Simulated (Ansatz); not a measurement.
# Sn wire along [110], 16 atoms a period, H-terminated: bands by functional

Wanted: the relaxed geometry and the bands of the Sn wire along [110], 16 atoms a period, H-terminated.

Calculated with Ansatz 0.2.0; DFT PBE, plane waves, PAW; relaxation of a wire's period; PAW set soft_1, in the first sound run; inputs show where later runs differ.

### 1. The structure

The cell holds 28 atoms: 16 Sn and 12 H. Its edges and angles: a = 20.458 Å, b = 19.062 Å, c = 4.702 Å, α = 90.0°, β = 90.0°, γ = 90.0°. Vacuum lies along a and b. The structure's axis is c.

### 2. The relaxed wire

Band widths follow the bond lengths, so the wire is relaxed first. The atoms and the third cell vector are free; the box across stays fixed as vacuum. A Fermi-Dirac smearing is set since the result may be a metal. The pressure printed is a third of the stress's trace over the whole box, vacuum included; only the stress along the axis is relaxed.

Input file input.yaml:

```yaml
crystal:
  lattice:
    - [20.458, 0.0, 0.0]
    - [0.0, 19.062, 0.0]
    - [0.0, 0.0, 4.7022600949]
  atoms:
    - { symbol: Sn, position: [0.378109442, 0.623347978, 0.0] }
    - { symbol: H, position: [0.409986313, 0.821648212, 0.0] }
    - { symbol: Sn, position: [0.459373496, 0.746689183, 0.0] }
    - { symbol: Sn, position: [0.459373496, 0.500006773, 0.0] }
    - { symbol: Sn, position: [0.703165655, 0.623347978, 0.0] }
    - { symbol: H, position: [0.752552837, 0.698307007, 0.0] }
    - { symbol: Sn, position: [0.784429708, 0.500006773, 0.0] }
    - { symbol: H, position: [0.166194154, 0.500006773, 0.196131437] }
    - { symbol: H, position: [0.83381689, 0.500006773, 0.303868563] }
    - { symbol: Sn, position: [0.215581336, 0.500006773, 0.5] }
    - { symbol: H, position: [0.247458207, 0.301706539, 0.5] }
    - { symbol: H, position: [0.247458207, 0.698307007, 0.5] }
    - { symbol: Sn, position: [0.296845389, 0.376665568, 0.5] }
    - { symbol: Sn, position: [0.296845389, 0.623347978, 0.5] }
    - { symbol: Sn, position: [0.540637549, 0.253324363, 0.5] }
    - { symbol: Sn, position: [0.540637549, 0.746689183, 0.5] }
    - { symbol: Sn, position: [0.540637549, 0.500006773, 0.5] }
    - { symbol: H, position: [0.590024731, 0.178365334, 0.5] }
    - { symbol: H, position: [0.590024731, 0.821648212, 0.5] }
    - { symbol: Sn, position: [0.621901602, 0.376665568, 0.5] }
    - { symbol: Sn, position: [0.621901602, 0.623347978, 0.5] }
    - { symbol: H, position: [0.83381689, 0.500006773, 0.696131437] }
    - { symbol: H, position: [0.166194154, 0.500006773, 0.803868563] }
    - { symbol: Sn, position: [0.378109442, 0.376665568, 0.0] }
    - { symbol: H, position: [0.409986313, 0.178365334, 0.0] }
    - { symbol: Sn, position: [0.459373496, 0.253324363, 0.0] }
    - { symbol: Sn, position: [0.703165655, 0.376665568, 0.0] }
    - { symbol: H, position: [0.752552837, 0.301706539, 0.0] }
kpoints:
  mp_grid: { grid: [1, 1, 18] }
scf:
  occupations: { method: fermi_dirac, width: 0.05 }
hamiltonian:
  xc: pbe
  pseudopotentials: { kind: paw, azcp: { folder: soft_1 } }
relax:
  cell: { fix: [a, b, alpha, beta, gamma] }
  max_steps: 45
  f_tol: 0.03
```

Run with:

```sh
> ansatz run input.yaml --threads 4 --pin off --max-ram 16384MiB --backend cpu --events-out ev --progress --plain --runs-dir out
```

Numbers of over 12 decimals in the logs are rounded to 6 here.

What it wrote:

```text
Engine: ansatz 0.2.0, x86_64-unknown-linux-gnu
Pseudopotentials: kind: paw
Pseudopotential: Sn, paw, valence charge 14, recommended cutoff 420 eV (normal), soft_1/Sn.paw.azcp
Pseudopotential: H, paw, valence charge 1, recommended cutoff 420 eV (normal), soft_1/H.paw.azcp
Functional definition: PBE
  parameter kappa = 0.804
  parameter beta = 0.066725
  exchange = pbe_x(kappa = kappa, mu = beta*pi^2/3)
  correlation = pbe_c(beta = beta)
Crystal: 28 atoms, lattice volume = 1833.742 Å³
Basis set: ecut = 420 eV, 35829 PW (Γ), exchange–correlation on 288×256×64 points (8 copies of the dense FFT grid, shifted against one another)
Bands: 146, of which v1, the nominal top of the filled ones, is band 118 counted from 1 (117 counted from 0)
Symmetry: 8 space group operations
Space group: Pmma (ITA 51), of the structure as read, at distance tolerance 1.2e-4 Å
k-points: 10 of 18
Non-local potential: Sn, projectors of the file, l = 0: 2, l = 1: 2, l = 2: 2, l = 3: 1
Non-local potential: H, projectors of the file, l = 0: 2, l = 1: 1
PAW form: soft (Blöchl's): semilocal exchange-correlation on the pseudo side does not see the compensation charge
PAW one-centre angular grid: Sn, 590 points (default); XC on 64 Gauss nodes
PAW one-centre angular grid: H, 110 points (default); XC on 64 Gauss nodes
Initial density: superposition of atomic densities (neutral atoms: chi_scale 0, normalization atom)
Initial wavefunctions: pseudopotential atomic-orbital guess
Functional: x = pbe(κ = 0.804, μ = 0.219515), c = pbe(β = 0.066725)
SCF iter   1: F=—  HF=-96577.073103 eV  |F-HF|=—  |Δ(HF+E_count)|=         —  Δρ=2.54e-2  dr2=1.27e1  ethr=3.10e-3  ⟨swp⟩=7.0  Hψ=6436  notcnv=0  defer=38
preconditioner: auto → Resta (q_TF=auto, 1.939 Å⁻¹)  ε∞=2.0  [insulator: Δε(μ)=0.502 eV  Ē_g=7.663 eV  σ=0.050 eV  W_gap=0.99  n_scr=244 (ndim 8)  ℏωp=7.6 eV  f_vac=0.569  D(μ)=0.03/eV (n_scr^D=0)  ε∞_Penn≈2.0  vacuum switching on, ρ_ref=4.3e-3 e/Å³]
SCF iter   2: F=—  HF=-96574.190119 eV  |F-HF|=—  |Δ(HF+E_count)|=    2.88e0  Δρ=9.78e-3  dr2=2.87e0  ethr=3.10e-3  ⟨swp⟩=3.7  Hψ=2157  notcnv=0  defer=179
SCF iter   3: F=—  HF=-96573.783842 eV  |F-HF|=—  |Δ(HF+E_count)|=   4.06e-1  Δρ=4.38e-3  dr2=1.25e0  ethr=1.22e-3  ⟨swp⟩=3.6  Hψ=1963  notcnv=0  defer=182
SCF iter   4: F=—  HF=-96573.609673 eV  |F-HF|=—  |Δ(HF+E_count)|=   1.74e-1  Δρ=1.19e-3  dr2=8.38e-2  ethr=5.29e-4  ⟨swp⟩=4.0  Hψ=1720  notcnv=0  defer=182
SCF iter   5: F=—  HF=-96573.613647 eV  |F-HF|=—  |Δ(HF+E_count)|=   3.97e-3  Δρ=5.41e-4  dr2=1.84e-2  ethr=3.55e-5  ⟨swp⟩=2.6  Hψ=2120  notcnv=0  defer=182
SCF iter   6: F=—  HF=-96573.613894 eV  |F-HF|=—  |Δ(HF+E_count)|=   2.47e-4  Δρ=2.90e-4  dr2=3.45e-3  ethr=7.80e-6  ⟨swp⟩=2.0  Hψ=1524  notcnv=0  defer=182
SCF iter   7: F=—  HF=-96573.614702 eV  |F-HF|=—  |Δ(HF+E_count)|=   8.08e-4  Δρ=1.11e-4  dr2=3.26e-4  ethr=1.46e-6  ⟨swp⟩=2.0  Hψ=1529  notcnv=0  defer=182
SCF iter   8: F=—  HF=-96573.615015 eV  |F-HF|=—  |Δ(HF+E_count)|=   3.13e-4  Δρ=2.75e-5  dr2=2.31e-5  ethr=1.38e-7  ⟨swp⟩=2.0  Hψ=1658  notcnv=0  defer=182
SCF iter   9: F=—  HF=-96573.614934 eV  |F-HF|=—  |Δ(HF+E_count)|=   8.08e-5  Δρ=9.37e-6  dr2=2.13e-6  ethr=9.77e-9  ⟨swp⟩=2.5  Hψ=2405  notcnv=0  defer=182
SCF iter  10: F=—  HF=-96573.614939 eV  |F-HF|=—  |Δ(HF+E_count)|=   5.19e-6  Δρ=2.81e-6  dr2=2.35e-7  ethr=9.02e-10  ⟨swp⟩=2.3  Hψ=2106  notcnv=0  defer=182
SCF iter  11: F=-96573.614939 eV  HF=-96573.614939 eV  |F-HF|=1.29e-8  |Δ(HF+E_count)|=   4.31e-7  Δρ=9.52e-7  dr2=3.70e-8  ethr=4.24e-11  ⟨swp⟩=5.2  Hψ=5030  notcnv=0
SCF 1 converged in 11 iterations: F = -96573.614939 eV  dr2 = 3.70e-8
  greatest PAW one-centre occupation: 0.991 electrons in one spin orbital (limit 2), on the Sn atom at site 9 (counted from 0), in its partial waves of l = 2
relax step   1: F+E_penalty+E_count = -96573.61493939 eV  Δ(F+E_penalty+E_count) = +0.000e0 eV  max|allowed force component| = 2.005e-1 eV/Å  Δτ_max = 0.0000 Å  P = -0.300 GPa  Ω = 1833.742 Å³  fix = [a, b, alpha, beta, gamma]  reactions: a -0.352, b -0.421 GPa  (11 SCF iters, dr2 threshold 1.00e-7 eV, accepted)
Crystal: 28 atoms, lattice volume = 1841.909 Å³
Basis set: ecut = 420 eV, 35949 PW (Γ), exchange–correlation on 288×256×64 points (8 copies of the dense FFT grid, shifted against one another)
Initial density: handed on by an earlier stage of this run
Initial wavefunctions: those handed on with the density
iter 1 solved again at ethr=3.24e-4 eV; its pass at ethr=3.10e-3 eV (dr2=7.64e-1 eV) is discarded
SCF iter   1: F=—  HF=-96573.429779 eV  |F-HF|=—  |Δ(HF+E_count)|=         —  Δρ=6.98e-3  dr2=7.70e-1  ethr=3.24e-4  ⟨swp⟩=5.1  Hψ=6923  notcnv=0  defer=2
preconditioner: auto → Resta (q_TF=auto, 1.937 Å⁻¹)  ε∞=1.5  [insulator: Δε(μ)=0.990 eV  Ē_g=19.005 eV  σ=0.050 eV  W_gap=1.00  n_scr=244 (ndim 8)  ℏωp=13.3 eV  f_vac=0.620  D(μ)=0.00/eV (n_scr^D=0)  ε∞_Penn≈1.5  vacuum switching on, ρ_ref=2.6e-2 e/Å³]
SCF iter   2: F=—  HF=-96573.338766 eV  |F-HF|=—  |Δ(HF+E_count)|=   9.10e-2  Δρ=3.24e-3  dr2=2.62e-1  ethr=3.24e-4  ⟨swp⟩=5.8  Hψ=2777  notcnv=0  defer=26
SCF iter   3: F=—  HF=-96573.338036 eV  |F-HF|=—  |Δ(HF+E_count)|=   7.30e-4  Δρ=2.05e-3  dr2=2.24e-1  ethr=1.11e-4  ⟨swp⟩=4.7  Hψ=3069  notcnv=0  defer=166
SCF iter   4: F=—  HF=-96573.304399 eV  |F-HF|=—  |Δ(HF+E_count)|=   3.36e-2  Δρ=3.22e-4  dr2=2.43e-3  ethr=9.51e-5  ⟨swp⟩=2.9  Hψ=1687  notcnv=0  defer=179
SCF iter   5: F=—  HF=-96573.304933 eV  |F-HF|=—  |Δ(HF+E_count)|=   5.34e-4  Δρ=1.46e-4  dr2=3.01e-3  ethr=1.03e-6  ⟨swp⟩=2.3  Hψ=2298  notcnv=0  defer=179
SCF iter   6: F=—  HF=-96573.304485 eV  |F-HF|=—  |Δ(HF+E_count)|=   4.48e-4  Δρ=5.42e-5  dr2=8.15e-5  ethr=1.03e-6  ⟨swp⟩=2.0  Hψ=1510  notcnv=0  defer=179
SCF iter   7: F=—  HF=-96573.304505 eV  |F-HF|=—  |Δ(HF+E_count)|=   2.06e-5  Δρ=1.65e-5  dr2=6.19e-6  ethr=3.45e-8  ⟨swp⟩=2.0  Hψ=1807  notcnv=0  defer=179
SCF iter   8: F=-96573.304507 eV  HF=-96573.304507 eV  |F-HF|=3.29e-7  |Δ(HF+E_count)|=   1.81e-6  Δρ=5.17e-6  dr2=8.73e-7  ethr=1.06e-9  ⟨swp⟩=5.4  Hψ=5197  notcnv=0
SCF 2 converged in 8 iterations: F = -96573.304507 eV  dr2 = 8.73e-7
  greatest PAW one-centre occupation: 0.990 electrons in one spin orbital (limit 2), on the Sn atom at site 16 (counted from 0), in its partial waves of l = 2
relax step   2: F+E_penalty+E_count = -96573.30450684 eV  Δ(F+E_penalty+E_count) = +3.104e-1 eV  max|allowed force component| = 9.443e-1 eV/Å  Δτ_max = 0.1917 Å  P = +0.405 GPa  Ω = 1841.909 Å³  energy of the carried Pulay correction = -6.076e-4 eV  fix = [a, b, alpha, beta, gamma]  (8 SCF iters, dr2 threshold 2.51e-6 eV, rejected (line search))
[...]
relax step   4: F+E_penalty+E_count = -96573.70426547 eV  Δ(F+E_penalty+E_count) = -3.611e-3 eV  max|allowed force component| = 4.086e-3 eV/Å  Δτ_max = 0.0183 Å  P = -0.006 GPa  Ω = 1844.239 Å³  energy of the carried Pulay correction = -7.804e-4 eV  fix = [a, b, alpha, beta, gamma]  reactions: a -0.010, b -0.007 GPa  (7 SCF iters, dr2 threshold 3.33e-7 eV, accepted)
Initial wavefunctions: pseudopotential atomic-orbital guess (no wavefunctions were taken with the density)
iter 1 solved again at ethr=8.08e-7 eV; its pass at ethr=3.10e-3 eV (dr2=1.91e-3 eV) is discarded
SCF iter   1: F=—  HF=-96573.701455 eV  |F-HF|=—  |Δ(HF+E_count)|=         —  Δρ=3.66e-5  dr2=7.49e-7  ethr=8.08e-7  ⟨swp⟩=4.4  Hψ=11010  notcnv=0
eigensolver tolerance schedule: the retry pair's looser diagonalisation over-reported the residual by 2544.32 of it (diagonalisation noise at 1.97 of the residual, at the tolerance the schedule requests for it); recorded, not acted on — ethr = c·dr2/N_el stays at c = 1.0e-1
preconditioner: auto → Resta (q_TF=auto, 1.937 Å⁻¹)  ε∞=1.5  [insulator: Δε(μ)=0.901 eV  Ē_g=18.894 eV  σ=0.050 eV  W_gap=1.00  n_scr=244 (ndim 8)  ℏωp=13.3 eV  f_vac=0.610  D(μ)=0.00/eV (n_scr^D=0)  ε∞_Penn≈1.5  vacuum switching on, ρ_ref=2.6e-2 e/Å³]
SCF iter   2: F=—  HF=-96573.703799 eV  |F-HF|=—  |Δ(HF+E_count)|=   2.34e-3  Δρ=1.83e-5  dr2=2.14e-7  ethr=3.17e-10  ⟨swp⟩=3.8  Hψ=3879  notcnv=0
SCF iter   3: F=—  HF=-96573.704884 eV  |F-HF|=—  |Δ(HF+E_count)|=   1.08e-3  Δρ=5.74e-6  dr2=1.98e-7  ethr=9.08e-11  ⟨swp⟩=3.4  Hψ=2498  notcnv=0
SCF iter   4: F=—  HF=-96573.705081 eV  |F-HF|=—  |Δ(HF+E_count)|=   1.97e-4  Δρ=1.01e-6  dr2=3.48e-8  ethr=8.40e-11  ⟨swp⟩=2.6  Hψ=1960  notcnv=0
SCF iter   5: F=—  HF=-96573.705092 eV  |F-HF|=—  |Δ(HF+E_count)|=   1.03e-5  Δρ=3.20e-7  dr2=1.88e-9  ethr=1.47e-11  ⟨swp⟩=2.4  Hψ=1782  notcnv=0
SCF iter   6: F=—  HF=-96573.705093 eV  |F-HF|=—  |Δ(HF+E_count)|=   1.67e-6  Δρ=1.13e-7  dr2=1.43e-9  ethr=1.00e-12  ⟨swp⟩=2.8  Hψ=1953  notcnv=0
SCF iter   7: F=-96573.705094 eV  HF=-96573.705094 eV  |F-HF|=4.65e-8  |Δ(HF+E_count)|=   2.12e-7  Δρ=5.19e-8  dr2=1.74e-10  ethr=1.00e-12  ⟨swp⟩=3.9  Hψ=5407  notcnv=0
SCF 5 converged in 7 iterations: F = -96573.705094 eV  dr2 = 1.74e-10
relax step   5: F+E_penalty+E_count = -96573.70509360 eV  Δ(F+E_penalty+E_count) = -8.281e-4 eV  max|allowed force component| = 4.115e-3 eV/Å  Δτ_max = 0.0000 Å  P = -0.006 GPa  Ω = 1844.239 Å³  fix = [a, b, alpha, beta, gamma]  reactions: a -0.010, b -0.006 GPa  stress off target by 1.02e-3 GPa on what of the cell is left free  SCF on the basis re-selected at this cell (its energy is not comparable with the rows above)  (7 SCF iters)
basis re-selected at this cell: Δ(F+E_penalty+E_count) = -8.281e-4 eV, ΔP = +0.000 GPa vs the last step (what re-selecting the basis moved, of the pressure what is left beyond the Pulay correction that the steps carried, after the strain that the cell walked since its last selection, with what the two solves' SCF thresholds leave and, on support functions, any second-order correction that the steps lacked; it is no m [...]
SCF converged after 7 iterations
Free energy (F): -96573.705094 eV
Harris-Foulkes:  -96573.705094 eV  (|F-HF|=4.65e-8)
Internal energy: -96573.705079 eV  (E = F + TS)
E sigma→0 (E₀):  -96573.705086 eV
Entropy (-TS):   -0.000014 eV (-0.001 meV/atom)
Fermi energy:    -0.688458 eV
--- Per-component energies (eV) ---
  E_band       = -3925.041964
  E_kinetic    = 2834.466993
  E_local      = -106391.943502  (includes V_loc(G=0)·N_el)
  E_nonlocal   = 2324.668558
  E_hartree    = 51957.432385
  E_xc         = -2102.935339
  E_vxc        = -1399.032679  (∫ρ·V_xc dr)
  E_paw        = -69931.177077  (= ΣΔE_a)
  E_vpaw       = -5208.058351  (= ΣTr[D̂ρ^β])
  E_aug_tail   = -0.005795  (compensation charges beyond the density's cutoff)
  E_ewald      = 24735.788699
  E_smearing   = -0.000014  (= −TS)
  E_closure    = 0.000000  (closes the sum)
  Σ components = -96573.705094   (vs F -96573.705094, Δ=0.00e0)
--- Forces (eV/Å), atoms counted from 1 ---
  atom   1  Sn     0.00011715     0.00223685     0.00000000
  atom   2  H      0.00019991    -0.00238373     0.00000000
  atom   3  Sn    -0.00079872    -0.00073742     0.00000000
  atom   4  Sn    -0.00045644    -0.00000000     0.00000000
  atom   5  Sn     0.00334988    -0.00218516     0.00000000
  atom   6  H     -0.00392406    -0.00103977     0.00000000
  atom   7  Sn     0.00183089     0.00000000     0.00000000
  atom   8  H      0.00411513    -0.00000000     0.00109136
  atom   9  H     -0.00411513     0.00000000    -0.00109136
  atom  10  Sn    -0.00183089    -0.00000000     0.00000000
  atom  11  H      0.00392406     0.00103977     0.00000000
  atom  12  H      0.00392406    -0.00103977     0.00000000
  atom  13  Sn    -0.00334988     0.00218516     0.00000000
  atom  14  Sn    -0.00334988    -0.00218516     0.00000000
  atom  15  Sn     0.00079872     0.00073742     0.00000000
  atom  16  Sn     0.00079872    -0.00073742     0.00000000
  atom  17  Sn     0.00045644     0.00000000     0.00000000
  atom  18  H     -0.00019991     0.00238373     0.00000000
  atom  19  H     -0.00019991    -0.00238373     0.00000000
  atom  20  Sn    -0.00011715    -0.00223685     0.00000000
  atom  21  Sn    -0.00011715     0.00223685     0.00000000
  atom  22  H     -0.00411513    -0.00000000     0.00109136
  atom  23  H      0.00411513     0.00000000    -0.00109136
  atom  24  Sn     0.00011715    -0.00223685     0.00000000
  atom  25  H      0.00019991     0.00238373     0.00000000
  atom  26  Sn    -0.00079872     0.00073742     0.00000000
  atom  27  Sn     0.00334988     0.00218516     0.00000000
  atom  28  H     -0.00392406     0.00103977     0.00000000
  max |Σ_I F_I| component: 1.73e-18 eV/Å
--- Stress (GPa, compression-positive) ---
       -0.010172       0.000000      -0.000000
        0.000000      -0.006457      -0.000000
       -0.000000      -0.000000      -0.001015
  P = ⅓ Tr σ = -0.0059 GPa (-0.059 kbar)
--- Relaxed structure (4 steps of the walk, 3 accepted, 1 SCFs on fresh bases) ---
  F+E_penalty+E_count = -96573.70509360 eV   max|allowed force component| = 4.115e-3 eV/Å   (the final SCF, on the basis selected at the relaxed cell)
  cell:  # Å, volume = 1844.2387 Å³
    - [20.458, 0.0, 0.0]
    - [0.0, 19.062, 0.0]
    - [0.0, 0.0, 4.729176]
  atoms:
    - { symbol: Sn, position: [0.378909, 0.622565, 0.0] }
    - { symbol: H, position: [0.411593, 0.817769, 0.0] }
    - { symbol: Sn, position: [0.461020, 0.743292, 0.0] }
    - { symbol: Sn, position: [0.459768, 0.500000, 0.0] }
    - { symbol: Sn, position: [0.700133, 0.620571, 0.0] }
    - { symbol: H, position: [0.749070, 0.695451, 0.0] }
    - { symbol: Sn, position: [0.781391, 0.500000, 0.0] }
    - { symbol: H, position: [0.168155, 0.500000, 0.206042] }
    - { symbol: H, position: [0.831845, 0.500000, 0.293958] }
    - { symbol: Sn, position: [0.218609, 0.500000, 0.5] }
    - { symbol: H, position: [0.250930, 0.304549, 0.5] }
    - { symbol: H, position: [0.250930, 0.695451, 0.5] }
    - { symbol: Sn, position: [0.299867, 0.379429, 0.5] }
    - { symbol: Sn, position: [0.299867, 0.620571, 0.5] }
    - { symbol: Sn, position: [0.538980, 0.256708, 0.5] }
    - { symbol: Sn, position: [0.538980, 0.743292, 0.5] }
    - { symbol: Sn, position: [0.540232, 0.500000, 0.5] }
    - { symbol: H, position: [0.588407, 0.182231, 0.5] }
    - { symbol: H, position: [0.588407, 0.817769, 0.5] }
    - { symbol: Sn, position: [0.621091, 0.377435, 0.5] }
    - { symbol: Sn, position: [0.621091, 0.622565, 0.5] }
    - { symbol: H, position: [0.831845, 0.500000, 0.706042] }
    - { symbol: H, position: [0.168155, 0.500000, 0.793958] }
    - { symbol: Sn, position: [0.378909, 0.377435, 0.0] }
    - { symbol: H, position: [0.411593, 0.182231, 0.0] }
    - { symbol: Sn, position: [0.461020, 0.256708, 0.0] }
    - { symbol: Sn, position: [0.700133, 0.379429, 0.0] }
    - { symbol: H, position: [0.749070, 0.304549, 0.0] }
```

It took 5.8 min on 4 threads of Intel Xeon Platinum 8259CL at 2.50GHz (Skylake/Cascade Lake), shared host; peak memory 6 GiB; 20 min of CPU time.

The steps of the relaxation:

```csv
step,energy less that of the first step (eV),largest force component (eV/Å),pressure (GPa),volume (Å³)
1,0.0000,0.2005,-0.30,1833.74
2,0.3104,0.9443,0.41,1841.91
3,-0.0857,0.0729,-0.05,1844.17
4,-0.0893,0.0041,-0.01,1844.24
5*,-0.0902,0.0041,-0.01,1844.24
```

Relaxation steps marked * repeat the geometry before them on a plane-wave basis chosen anew for their cell, so energy and pressure can jump there. Relaxation step 2 was tried and not accepted.

The run keeps the 8 symmetry operations that it works with, so distortions that break them were not tested.

```csv
cell as run,before,after,change
c (Å),4.702,4.729,+0.6 %
```

The atoms that moved most (Å, along periodic axes as changes of fractional coordinates times the final cell, across vacuum about the mean position):

```csv
atom,dx,dy,dz,length
H12,0.071,-0.054,0.000,0.089
H11,0.071,0.054,0.000,0.089
H6,-0.071,-0.054,0.000,0.089
H28,-0.071,0.054,0.000,0.089
Sn13,0.062,0.053,0.000,0.081
Sn14,0.062,-0.053,0.000,0.081
Sn27,-0.062,0.053,0.000,0.081
Sn5,-0.062,-0.053,0.000,0.081
```

This step gave:

| Quantity | Value |
| --- | --- |
| cell length along the wire | 4.729 Å |

The cell's length comes to 4.729 Å with spin left out.

[end of part 1 of 2]

[Logs are printed without paths, hosts, clocks, repeated set-up lines and the standing remarks that a program may print on its own settings, such as how far it seeks lower states.]

[Hosts, paths, dates, database ids (printed as entryN), source tags and the programs' standing remarks are cut or masked in the printed files.]
